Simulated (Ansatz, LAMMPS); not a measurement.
# Convergence of a linear-scaling basis for aqueous Mg2+ and triflate, 1.1 mol of salt per kg of water at 280 K (164 atoms)

Wanted: errors and times of a linear-scaling basis for aqueous Mg2+ and triflate, 1.1 mol of salt per kg of water at 280 K (164 atoms). A setting counts as converged where the r.m.s. difference of forces stays under 1 % of the r.m.s. force.

Program: Ansatz 0.2.0. Level of theory: Kohn-Sham DFT, PBEsol, PAW (set soft_2), plane waves. Values are calculated unless marked as measured.

**1. Set-up**

The cell holds 164 atoms: 55 O, 2 S, 2 C, 6 F, 98 H and 1 Mg. Cell: a = 11.905 Å, b = 11.905 Å, c = 11.905 Å, α = 90.0°, β = 90.0°, γ = 90.0°. 49 H2O, 1 Mg2+, 2 triflate placed at random, at 1.19 g/cm³; overlaps pushed apart, then 10 ps at 420 K with divalent ions of Li, Roberts, Chakravorty and Merz (J. Chem. Theory Comput. 9, 2733 (2013)); MMFF94 bonds, angles, torsions, charges and radii (Halgren, J. Comput. Chem. 17, 490 (1996)) in harmonic and 12-6 forms; SPC/E water (Berendsen, Grigera and Straatsma, J. Phys. Chem. 91, 6269 (1987)). Snapshot after 20 ps at 280 K and fixed volume.

What the set-up can't give: The network of contacts between molecules at the start is that of the classical potential that made the cell, and needn't be the one that DFT or experiment would give. The functional has no dispersion term, which matters for the binding between molecules or layers. The density was typed from a rule of thumb and may lie off the real one at this temperature. The Brillouin zone is sampled at Γ only, in a cell whose shortest periodic width is 12 Å.

**2. The classical run that made the cell**

A classical potential supplies the starting structure, since it reaches far longer times than DFT.

This step: classical MD, divalent ions of Li, Roberts, Chakravorty and Merz (J. Chem. Theory Comput. 9, 2733 (2013)); MMFF94 bonds, angles, torsions, charges and radii (Halgren, J. Comput. Chem. 17, 490 (1996)) in harmonic and 12-6 forms; SPC/E water (Berendsen, Grigera and Straatsma, J. Phys. Chem. 91, 6269 (1987)) (LAMMPS 22 Jul 2025 - Update 4).

Contents of in.lmp:

```
# aqueous Mg2+ and triflate, 1.1 mol of salt per kg of water
units real
atom_style full
boundary p p p
bond_style harmonic
angle_style harmonic
dihedral_style opls
improper_style harmonic
special_bonds lj 0 0 0.5 coul 0 0 0.75
read_data data.lmp
neigh_modify delay 0 every 1 check yes one 4000
comm_modify cutoff 12.0
timestep 0.5
thermo_style custom step time temp pe press density
thermo_modify norm yes
# push overlapping molecules apart
pair_style soft 2.6
pair_coeff * * 0.0
variable a equal ramp(1,60)
fix ad all adapt 1 pair soft a * * v_a
velocity all create 420 354971 mom yes dist gaussian
fix lim all nve/limit 0.03
fix lan all langevin 420 420 50 354972 zero yes
thermo 1000
run 3000 post no
unfix ad
pair_style lj/cut/coul/long 9.0
pair_modify mix arithmetic tail yes
pair_coeff 1 1 0.0763 3.0960   # O
pair_coeff 2 2 0.2681 3.4180   # S
pair_coeff 3 3 0.0678 3.3680   # C
pair_coeff 4 4 0.0801 2.5590   # F
pair_coeff 5 5 0.1553 3.1660   # O
pair_coeff 6 6 0.0000 1.0000   # H
# [... 20 lines left out ...]
compute msd all msd com yes
thermo 5000
fix md all nvt temp 280 280 100
run 20000 post no
print "== T280: mean square displacement over the hold $(c_msd[4]:%.2f) A^2"
unfix md
uncompute msd
write_dump all custom T280.dump id type xs ys zs modify sort id
```

The run is started by

```sh
lmp -in in.lmp -log none -nocite
```

Log:

```text
LAMMPS (22 Jul 2025 - Update 4)
Reading data file ...
  orthogonal box = (0 0 0) to (11.90521 11.90521 11.90521)
  164 atoms
  orthogonal box = (0 0 0) to (11.90521 11.90521 11.90521)
  112 bonds
  73 angles
  18 dihedrals
WARNING: Bond/angle/dihedral extent > half of periodic box length
   Step          Time           Temp          PotEng         Press         Density
         0   0              420            0.34476199     2353.892       1.1860006
      1000   500            409.88031      0.92462485     35181.548      1.1860006
      2000   1000           389.10092      0.93764217     44852.063      1.1860006
[... 46 lines left out ...]
Loop time of 2.77362 s on 1 MPI rank(s) for 5000 steps with 164 atoms
WARNING: Bond/angle/dihedral extent > half of periodic box length
   Step          Time           Temp          PotEng         Press         Density
[... 2 lines left out ...]
     25000   24000          272.40032     -4.8329263     -2150.1397      1.1860006
     30000   29000          261.26749     -4.9421461     -42.269984      1.1860006
     35000   34000          254.95263     -4.8586488     -2761.0169      1.1860006
     37000   36000          309.96762     -4.7977493     -2986.3279      1.1860006
WARNING: Bond/angle/dihedral extent > half of periodic box length
Loop time of 10.7617 s on 1 MPI rank(s) for 20000 steps with 164 atoms
== T280: mean square displacement over the hold 6.77 A^2
```

Wall time 21 s (1 thread of Arm Neoverse V2, shared host); peak memory 0.12 GiB.

The input also reads data.lmp (atoms, bonds and types; not printed here).

**3. Plane-wave single point**

The first run fixes the reference, at a cutoff of 420 eV.

Contents of input.yaml:

```yaml
crystal:
  lattice:
    - [11.90521, 0.0, 0.0]
    - [0.0, 11.90521, 0.0]
    - [0.0, 0.0, 11.90521]
  atoms:
    - { symbol: O, position: [0.91085, 0.40661, 0.49587] }
    - { symbol: S, position: [0.95061, 0.5174, 0.51785] }
    - { symbol: O, position: [0.86485, 0.60192, 0.50301] }
    - { symbol: O, position: [0.03965, 0.5491, 0.44706] }
    - { symbol: C, position: [0.00193, 0.5348, 0.66808] }
    - { symbol: F, position: [0.91632, 0.54973, 0.74479] }
    - { symbol: F, position: [0.05063, 0.43587, 0.70385] }
    - { symbol: F, position: [0.07947, 0.61756, 0.67721] }
    - { symbol: O, position: [0.84274, 0.98185, 0.87091] }
    - { symbol: S, position: [0.77302, 0.98226, 0.96874] }
    - { symbol: O, position: [0.72314, 0.87045, 0.98912] }
    - { symbol: O, position: [0.68699, 0.068, 0.9529] }
    - { symbol: C, position: [0.86524, 0.02056, 0.09181] }
    - { symbol: F, position: [0.94737, 0.10502, 0.07336] }
    - { symbol: F, position: [0.79928, 0.06127, 0.18204] }
    - { symbol: F, position: [0.92607, 0.92957, 0.14193] }
    - { symbol: O, position: [0.44216, 0.20751, 0.89076] }
    - { symbol: H, position: [0.46168, 0.25986, 0.95348] }
    - { symbol: H, position: [0.42646, 0.1311, 0.92192] }
    - { symbol: O, position: [0.3118, 0.52876, 0.77667] }
    - { symbol: H, position: [0.32174, 0.5984, 0.73078] }
    - { symbol: H, position: [0.27285, 0.54794, 0.84858] }
    - { symbol: O, position: [0.84055, 0.73442, 0.32919] }
    - { symbol: H, position: [0.86402, 0.68151, 0.39006] }
    - { symbol: H, position: [0.87592, 0.8095, 0.34218] }
    - { symbol: O, position: [0.19655, 0.68091, 0.36431] }
    - { symbol: H, position: [0.26931, 0.64261, 0.34717] }
    - { symbol: H, position: [0.14308, 0.62563, 0.39809] }
    - { symbol: O, position: [0.39676, 0.95515, 0.55818] }
    - { symbol: H, position: [0.41706, 0.89118, 0.50767] }
    - { symbol: H, position: [0.32712, 0.99239, 0.52957] }
    - { symbol: O, position: [0.37913, 0.73963, 0.71114] }
    [... 126 atom lines left out ...]
    - { symbol: H, position: [0.50425, 0.71044, 0.96673] }
    - { symbol: H, position: [0.59368, 0.81421, 0.95981] }
    - { symbol: O, position: [0.52528, 0.41675, 0.03158] }
    - { symbol: H, position: [0.57632, 0.44009, 0.96909] }
    - { symbol: H, position: [0.56876, 0.37249, 0.0882] }
    - { symbol: Mg, position: [0.69318, 0.15297, 0.63688] }
kpoints:
  mp_grid: { grid: [1, 1, 1] }
hamiltonian:
  xc: pbesol
scf:
  occupations: { method: gaussian, width: 0.025 }
output:
  forces: true
  stress: true
  populations: intrinsic
  dos:
    method: { smearing: { sigma: 0.1 } }
    de: 0.1
    projected: { site_lists: { C: [C], F: [F], H: [H], Mg: [Mg], O: [O] } }
  eigenvalues: true
  write_density: true
  write_potential: true
  volumetric_format: npy
```

The run is started by

```sh
ansatz run input.yaml --threads 8 --pin off --max-ram 15872MiB --backend cpu --events-out ev --progress --plain --runs-dir out
```

Log:

```text
Engine: ansatz 0.2.0, aarch64-unknown-linux-gnu
Pseudopotentials: kind: paw
Pseudopotential: O, paw, valence charge 6, recommended cutoff 420 eV (normal), O.paw.azcp
Pseudopotential: S, paw, valence charge 6, recommended cutoff 420 eV (normal), S.paw.azcp
Pseudopotential: C, paw, valence charge 4, recommended cutoff 420 eV (normal), C.paw.azcp
Pseudopotential: F, paw, valence charge 7, recommended cutoff 420 eV (normal), F.paw.azcp
Pseudopotential: H, paw, valence charge 1, recommended cutoff 420 eV (normal), H.paw.azcp
Pseudopotential: Mg, paw, valence charge 10, recommended cutoff 420 eV (normal), Mg.paw.azcp
[... 3 lines on functional and potentials left out ...]
Crystal: 164 atoms, lattice volume = 1687.373 Å³
Basis set: ecut = 420 eV, 32987 PW (Γ), exchange–correlation on 160×160×160 points (8 copies of the dense FFT grid, shifted against one another)
Bands: 414, of which v1, the nominal top of the filled ones, is band 250 counted from 1 (249 counted from 0)
Symmetry: 1 space group operations
Space group: P1 (ITA 1), of the structure as read, at distance tolerance 1.2e-4 Å
k-points: 1
[... 18 lines on functional and potentials left out ...]
Initial density: superposition of atomic densities (neutral atoms: chi_scale 0, normalization atom), corrected by the library's trained network
Initial wavefunctions: pseudopotential atomic-orbital guess
Functional: x = pbesol(κ = 0.804, μ = 0.123457), c = pbesol(β = 0.046)
SCF iter   1: F=—  HF=-41376.414183 eV  |F-HF|=—  |Δ(HF+E_count)|=         —  Δρ=6.87e-3  dr2=7.95e-1  ethr=1.77e-3  ⟨swp⟩=7.0  Hψ=2012  notcnv=0  defer=58
preconditioner: auto → Resta (q_TF=auto, 2.228 Å⁻¹)  ε∞=2.3  [insulator: Δε(μ)=4.293 eV  Ē_g=17.294 eV  σ=0.025 eV  W_gap=1.00  n_scr=304 (ndim 8)  ℏωp=19.7 eV  f_vac=0.281  D(μ)=0.00/eV (n_scr^D=0)  ε∞_Penn≈2.3]
SCF iter   2: F=—  HF=-41376.130474 eV  |F-HF|=—  |Δ(HF+E_count)|=   2.84e-1  Δρ=2.32e-3  dr2=1.26e-1  ethr=1.59e-4  ⟨swp⟩=3.0  Hψ=669  notcnv=0  defer=160
SCF iter   3: F=—  HF=-41376.092721 eV  |F-HF|=—  |Δ(HF+E_count)|=   3.78e-2  Δρ=1.09e-3  dr2=2.85e-2  ethr=2.53e-5  ⟨swp⟩=3.0  Hψ=505  notcnv=0  defer=160
SCF iter   4: F=—  HF=-41376.085975 eV  |F-HF|=—  |Δ(HF+E_count)|=   6.75e-3  Δρ=4.01e-4  dr2=3.34e-3  ethr=5.69e-6  ⟨swp⟩=2.0  Hψ=666  notcnv=0  defer=160
SCF iter   5: F=—  HF=-41376.085827 eV  |F-HF|=—  |Δ(HF+E_count)|=   1.48e-4  Δρ=2.28e-4  dr2=7.50e-4  ethr=6.68e-7  ⟨swp⟩=2.0  Hψ=500  notcnv=0  defer=160
SCF iter   6: F=—  HF=-41376.085805 eV  |F-HF|=—  |Δ(HF+E_count)|=   2.22e-5  Δρ=8.90e-5  dr2=1.17e-4  ethr=1.50e-7  ⟨swp⟩=2.0  Hψ=499  notcnv=0  defer=160
SCF iter   7: F=—  HF=-41376.085839 eV  |F-HF|=—  |Δ(HF+E_count)|=   3.44e-5  Δρ=2.48e-5  dr2=9.87e-6  ethr=2.33e-8  ⟨swp⟩=2.0  Hψ=467  notcnv=0  defer=160
SCF iter   8: F=—  HF=-41376.085605 eV  |F-HF|=—  |Δ(HF+E_count)|=   2.35e-4  Δρ=1.29e-5  dr2=2.30e-6  ethr=1.97e-9  ⟨swp⟩=2.0  Hψ=500  notcnv=0  defer=160
SCF iter   9: F=—  HF=-41376.085606 eV  |F-HF|=—  |Δ(HF+E_count)|=   1.07e-6  Δρ=3.05e-6  dr2=1.49e-7  ethr=4.60e-10  ⟨swp⟩=2.0  Hψ=500  notcnv=0  defer=160
SCF iter  10: F=-41376.085606 eV  HF=-41376.085606 eV  |F-HF|=1.21e-8  |Δ(HF+E_count)|=   2.29e-7  Δρ=2.04e-6  dr2=5.46e-8  ethr=2.00e-11  ⟨swp⟩=21.0  Hψ=3869  notcnv=0
SCF 1 converged in 10 iterations: F = -41376.085606 eV  dr2 = 5.46e-8
  greatest PAW one-centre occupation: 1.000 electrons in one spin orbital (limit 2), on the Mg atom at site 163 (counted from 0), in its partial waves of l = 0
WARN: The input density's exchange-correlation potential varies sharply where the density is thin. Do not read a vacuum level from v_tot or v_xc, or from such a field of the output density. On a cell that repeats whose density bears no net charge and no dipole along the vacuum's axis use v_es (v_loc + v_h of the components); [...]
SCF converged after 10 iterations
Free energy (F): -41376.085606 eV
Harris-Foulkes:  -41376.085606 eV  (|F-HF|=1.21e-8)
Internal energy: -41376.085606 eV  (E = F + TS)
E sigma→0 (E₀):  -41376.085606 eV
Fermi energy:    0.473731 eV
--- Per-component energies (eV) ---
  E_band       = -5088.579273
  E_kinetic    = 12632.694560
  E_local      = -45966.092134  (includes V_loc(G=0)·N_el)
  E_nonlocal   = 3468.524589
  E_hartree    = 17199.166524
  E_xc         = -5594.954109
  E_vxc        = -7117.014269  (∫ρ·V_xc dr)
  E_paw        = -11260.147919  (= ΣΔE_a)
  E_vpaw       = -2505.071083  (= ΣTr[D̂ρ^β])
  E_aug_tail   = 0.038519  (compensation charges beyond the density's cutoff)
  E_ewald      = -11857.736089
  E_core_change = 2.420453  (= ΣΔE_core)
  E_smearing   = -0.000000  (= −TS)
  E_closure    = 0.000000  (closes the sum)
  Σ components = -41376.085606   (vs F -41376.085606, Δ=0.00e0)
--- Forces (eV/Å), atoms counted from 1 ---
  atom   1  O     -0.56109220    -1.76006443     0.93607385
  atom   2  S     -0.91790082     2.11749454     1.14399050
  atom   3  O     -1.32367997     0.38965908     0.87417698
  atom   4  O      3.58149465     0.15766012    -1.55821862
  atom   5  C      0.39098422    -1.53000175     2.38985793
  atom   6  F      0.97347778     0.46672466    -1.76908585
  atom   7  F     -0.28738838     1.21637189    -1.07558980
  atom   8  F     -1.34580378    -0.83008517    -0.39265612
  atom   9  O      2.16082086    -0.34265444    -0.23445129
  atom  10  S     -2.40839410    -0.19905519    -0.80538715
  atom  11  O      0.58623972     1.47706721     1.76191459
  atom  12  O      0.00906905    -0.06479363     1.83736387
  atom  13  C      2.08718323     1.03332471     4.30817922
  atom  14  F     -2.30898456    -2.14933678    -0.31155946
[...]
atom 163  H      0.03188232     0.85849071    -0.97342770
  atom 164  Mg    -0.09563392     0.73498732    -0.35211154
  max |Σ_I F_I| component: 1.76e-4 eV/Å
--- Stress (GPa, compression-positive) ---
       -1.471947      -0.054405      -0.600404
       -0.054405      -2.238528       0.394451
       -0.600404       0.394451      -1.964961
  P = ⅓ Tr σ = -1.8918 GPa (-18.918 kbar)
--- Band table (eV) ---
  k-point 0: bands = ["-72.8064", "-39.7744", "-39.7547", "-39.7514", [... 398 levels ...], "11.2871", "11.3094", "11.3121", "11.3668", "11.4035", "11.4306", "11.4380", "11.4827", "11.4893", "11.5189", "11.5316", "11.5742"]
--- intrinsic populations: 164 sites ---
  site symbol       q [e]
     0      O      6.8319
     1      S      3.7208
     2      O      6.8629
[...]
163     Mg      8.3848
  spilling = 0.000000 (of n_electrons = 500.000000)
```

Wall time 15 s (8 threads of Arm Neoverse V2, shared host); peak memory 2.3 GiB; 1.8 min of CPU time.

The column dr2 measures how far the density is from self-consistency, as an energy; F and HF (Harris–Foulkes) agree once it is small.

The program notes that the exchange-correlation potential is rough where the density is thin.

Read from the output:

```yaml
free_energy: -41376.0856 eV
free_energy_per_atom: -252.2932 eV/atom
scf_cycles: 10
pressure: -1.892 GPa
r_m_s_force_component: 0.6722 eV/Å
longest_force: 4.897 eV/Å
fermi_energy: 0.4737 eV
spacing_of_highest_filled_and_lowest_empty_level: 4.097 eV
```

Neighbours are counted within 1.21 Å (H-O), 1.88 Å (O-S), 2.52 Å (O-Mg), 1.62 Å (F-C), 2.21 Å (C-S).

Length of the force by element and coordination:

| element | coordination | atoms | mean length of the force (eV/Å) | spread | least | most |
| --- | --- | --- | --- | --- | --- | --- |
| C | all | 2 | 3.88 | 1.02 | 2.86 | 4.90 |
| F | all | 6 | 2.44 | 0.698 | 1.63 | 3.38 |
| H | all | 98 | 0.825 | 0.314 | 0.190 | 1.55 |
| Mg | all | 1 | 0.821 | 0 | 0.821 | 0.821 |
| O | all | 55 | 0.819 | 0.668 | 0.177 | 3.91 |
| O | 1 | 6 | 2.34 | 0.742 | 1.63 | 3.91 |
| O | 2 | 43 | 0.637 | 0.343 | 0.177 | 1.56 |
| O | 3 | 6 | 0.599 | 0.320 | 0.195 | 1.16 |
| S | all | 2 | 2.56 | 0.0143 | 2.55 | 2.58 |

Intrinsic-atomic-orbital charges by element and coordination:

| element | coordination | atoms | mean charge (e) | spread | least | most |
| --- | --- | --- | --- | --- | --- | --- |
| C | all | 2 | 0.557 | 0.0177 | 0.540 | 0.575 |
| F | all | 6 | -0.247 | 0.0092 | -0.258 | -0.229 |
| H | all | 98 | 0.381 | 0.0106 | 0.355 | 0.409 |
| Mg | all | 1 | 1.62 | 0 | 1.62 | 1.62 |
| O | all | 55 | -0.784 | 0.0396 | -0.870 | -0.726 |
| O | 1 | 6 | -0.846 | 0.0167 | -0.869 | -0.820 |
| O | 2 | 43 | -0.765 | 0.0196 | -0.805 | -0.726 |
| O | 3 | 6 | -0.854 | 0.01 | -0.870 | -0.840 |
| S | all | 2 | 2.26 | 0.0171 | 2.25 | 2.28 |

States in the cell by windows of 1 eV, zero at the Fermi level; the larger projections on atomic orbitals stand beside the total:

| from (eV) | to (eV) | total | O p | H s | F p |
| --- | --- | --- | --- | --- | --- |
| -10 | -9 | 37.7 | 25.7 | 10.5 | 0.3 |
| -9 | -8 | 53.4 | 36.3 | 13.8 | 1.2 |
| -8 | -7 | 19.7 | 7.4 | 2.0 | 9.1 |
| -7 | -6 | 32.0 | 17.5 | 1.9 | 10.1 |
| -6 | -5 | 47.0 | 37.0 | 3.1 | 2.0 |
| -5 | -4 | 44.3 | 38.3 | 1.5 | 0.6 |
| -4 | -3 | 66.1 | 64.3 | 0.5 | 0.1 |
| -3 | -2 | 40.6 | 39.9 | 0.2 | 0.0 |
| -2 | -1 | 1.3 | 1.3 | 0.0 | 0.0 |
| -1 | 1 | 0.0 | 0.0 | 0.0 | 0.0 |
| 1 | 2 | 0.3 | 0.0 | 0.0 | 0.0 |
| 2 | 3 | 9.2 | 1.1 | 1.7 | 0.9 |
| 3 | 4 | 13.7 | 1.4 | 5.9 | 0.4 |
| 4 | 5 | 19.3 | 1.8 | 9.2 | 0.2 |

Between -26 and -10 eV lie 134 more states.

Not all projections were asked for or kept, so they needn't add up to the total.

The levels nearest the highest filled one (over half full), pooled over k-points and spins:

| level less the highest filled one (eV) | occupation |
| --- | --- |
| -0.466 | 2 |
| -0.320 | 2 |
| -0.261 | 2 |
| -0.204 | 2 |
| -0.0269 | 2 |
| 0 | 2 |
| 4.10 | 0 |
| 4.22 | 0 |
| 4.33 | 0 |
| 4.73 | 0 |
| 4.97 | 0 |
| 5.19 | 0 |

Valence density in the ab plane at fractional z = 0.086, with atoms of C and F and H and O within 0.2 Å of it. It is the smooth field of the valence electrons, not physical close to the nuclei.

Ten steps, logarithmic in the rise over the least value, from '0' (0.00 × 1e0 e/Å³) to '9' (9.59 × 1e0 e/Å³), each cell a mean:
```
1000000000000000000000000123455542
1000000000000000000000001111234553
0001121100000000000000011110013432
0001222100000000000000011110001110
0000111000000000000000000000000000
0000000000000000000000000000100000
0000000000000010000000001233432100
0000000000012332100000002466774210
0000000000125775310000001357875210
0000000000135786310000000134553100
0000000000013554210000000001211121
2100000000001222211000000000002454
6310000000000011233210000000002577
7521223321000001355431000000013589
6323567863100001345642122210002467
2113578974100000123432356531001223
0001246753100000011112478752100000
0000124531000000122222356642000000
0000001211000012466532223210000000
1000000122221113578642100000001332
4100000123322112467531000000124787
5200000122221001245420000012235898
3100000011100000011100000123556665
1000000000000000000000000124565432
```
Columns run along a (11.9 Å), rows up along b (11.9 Å). Atoms in or near the plane, at fractional coordinates: C at (0.87, 0.02), F at (0.95, 0.11), H at (0.54, 0.11), H at (0.76, 0.67), O at (0.20, 0.35), H at (0.21, 0.27), H at (0.12, 0.38), O at (0.97, 0.43), H at (0.94, 0.50), H at (0.57, 0.37).

Electrostatic potential energy in the ab plane at fractional z = 0.086, with atoms of C and F and H and O within 0.2 Å of it. With pseudopotentials it is smooth inside the atoms' cores, unlike the true potential.

Ten even steps from '0' (-40 eV) to '9' (5 eV), each cell a mean:
```
9999999999999999999999999887533689
9999999999999999999999999998887679
9999988999999999999999999999999899
9999988999999999999999999999999999
9999999999999999999999999999999999
9999999999999999999999999999999999
9999999999999999999999998888899999
9999999999999999999999997113138999
9999999999997226999999998651017999
9999999999996104999999999998679999
9999999999999767899999999999999888
9999999999999987899999999999998316
5999999999999999999999999999998502
1798889999999999966899999999999500
5984131159999999974149999999999843
9996420018999999997469975799999999
9999973169999999999999820168999999
9999984179999999999999863478999999
9999998889999999965778999999999999
9999999999998999600489999999999999
8999999999988899830589999999997312
7999999999999999951489999998875000
9999999999999999988899999987201236
9999999999999999999999999886000379
```
Columns run along a (11.9 Å; values clipped at the 3rd and 97th percentile), rows up along b (11.9 Å). Atoms in or near the plane, at fractional coordinates: C at (0.87, 0.02), F at (0.95, 0.11), H at (0.54, 0.11), H at (0.76, 0.67), O at (0.20, 0.35), H at (0.21, 0.27), H at (0.12, 0.38), O at (0.97, 0.43), H at (0.94, 0.50), H at (0.57, 0.37).

Mean intrinsic-atomic-orbital charges: C +0.56, F -0.25, H +0.38, Mg +1.62, O -0.78, S +2.26 e.

(Continued in part 2 of 2.)

[Long decimals in the printed logs are rounded to 6 places.]

[Logs are printed without paths, hosts, clocks, repeated set-up lines and the standing remarks that a program may print on its own settings, such as how far it seeks lower states.]

[Hosts, paths, dates, database ids (printed as entryN), source tags and the programs' standing remarks are cut or masked in the printed files.]

[The MMFF94 radii named for the starting cell were scaled by 0.96; in molecules described by MMFF94, hydrogen bound to N, O or S took a small fixed 12-6 site in their place.]
